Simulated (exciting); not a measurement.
TiO2 (Rutile), space group P4_2/mnm, Ti K edge of atom 1, with 4 O at 1.95 Å and 2 O at 1.98 Å (octahedral, site symmetry mmm); the tensor is averaged over the atoms equivalent by symmetry. Method: exciting, all-electron LAPW+lo, PBE, exchange and screened direct term (singlet BSE), 3×3×5 shifted k points, 33 conduction bands, |G+q| up to 3 bohr⁻¹, full RPA screening with nempty = 58, Lorentzian half width 0.47 eV.

```
Ti O
1.0
     4.59220    0.00000    0.00000
     0.00000    4.59220    0.00000
     0.00000    0.00000    2.95740
Ti O
2 4
Direct
  0.50000 0.50000 0.50000
  0.00000 0.00000 0.00000
  0.80496 0.19504 0.50000
  0.69504 0.69504 0.00000
  0.19504 0.80496 0.50000
  0.30496 0.30496 0.00000
```

Energy from the Kohn–Sham onset, core level to the lowest empty state found on the meshes used; scaled to the maximum of the polarisation mean:

```
E (eV)  curve 1  curve 2
  -1.5     0.01     0.01
  -1.0     0.02     0.02
  -0.5     0.03     0.04
   0.0     0.07     0.09
   0.5     0.07     0.11
   1.0     0.06     0.08
   1.5     0.04     0.05
   2.0     0.04     0.04
   2.5     0.05     0.07
   3.0     0.07     0.12
   3.5     0.07     0.11
   4.0     0.07     0.09
   4.5     0.05     0.06
   5.0     0.04     0.04
   5.5     0.03     0.03
   6.0     0.04     0.03
   6.5     0.05     0.03
   7.0     0.08     0.04
   7.5     0.12     0.06
   8.0     0.14     0.09
   8.5     0.23     0.11
   9.0     0.34     0.12
   9.5     0.41     0.15
  10.0     0.39     0.19
  10.5     0.35     0.17
  11.0     0.30     0.20
  11.5     0.32     0.27
  12.0     0.40     0.33
  12.5     0.43     0.33
  13.0     0.43     0.35
  13.5     0.41     0.39
  14.0     0.43     0.39
  14.5     0.52     0.44
  15.0     0.80     0.65
  15.5     1.12     0.69
  16.0     1.04     0.68
  16.5     0.79     0.69
  17.0     0.71     0.68
  17.5     0.70     0.71
  18.0     0.61     0.84
  18.5     0.52     1.00
  19.0     0.58     1.05
  19.5     0.81     0.97
  20.0     0.86     0.96
  20.5     0.83     1.00
  21.0     0.80     0.96
  21.5     0.82     0.84
  22.0     0.75     0.69
  22.5     0.82     0.59
  23.0     0.83     0.59
  23.5     0.77     0.59
  24.0     0.68     0.52
  24.5     0.50     0.38
```

The curves are the diagonal elements of Im ε for ε ∥ c and ⊥ c. Which is which?

Curve 1: ε ⊥ c, maxima 15.7 eV (1.15), 20.2 eV (0.87) and 22.8 eV (0.84); 3 lower ones aren't listed. Curve 2: ε ∥ c, maxima 16.8 eV (0.71), 18.8 eV (1.07) and 20.4 eV (1.01); 5 lower ones aren't listed. A K edge probes the empty p states along ε, which follow the bonds' lengths and directions.

[Banner, clock and machine lines of the logs are left out without a mark of their own.]

[Logs are printed without paths, hosts, clocks, repeated set-up lines and the standing remarks that a program may print on its own settings, such as how far it seeks lower states.]

[Hosts, paths, dates, database ids (printed as entryN), source tags and the programs' standing remarks are cut or masked in the printed files.]
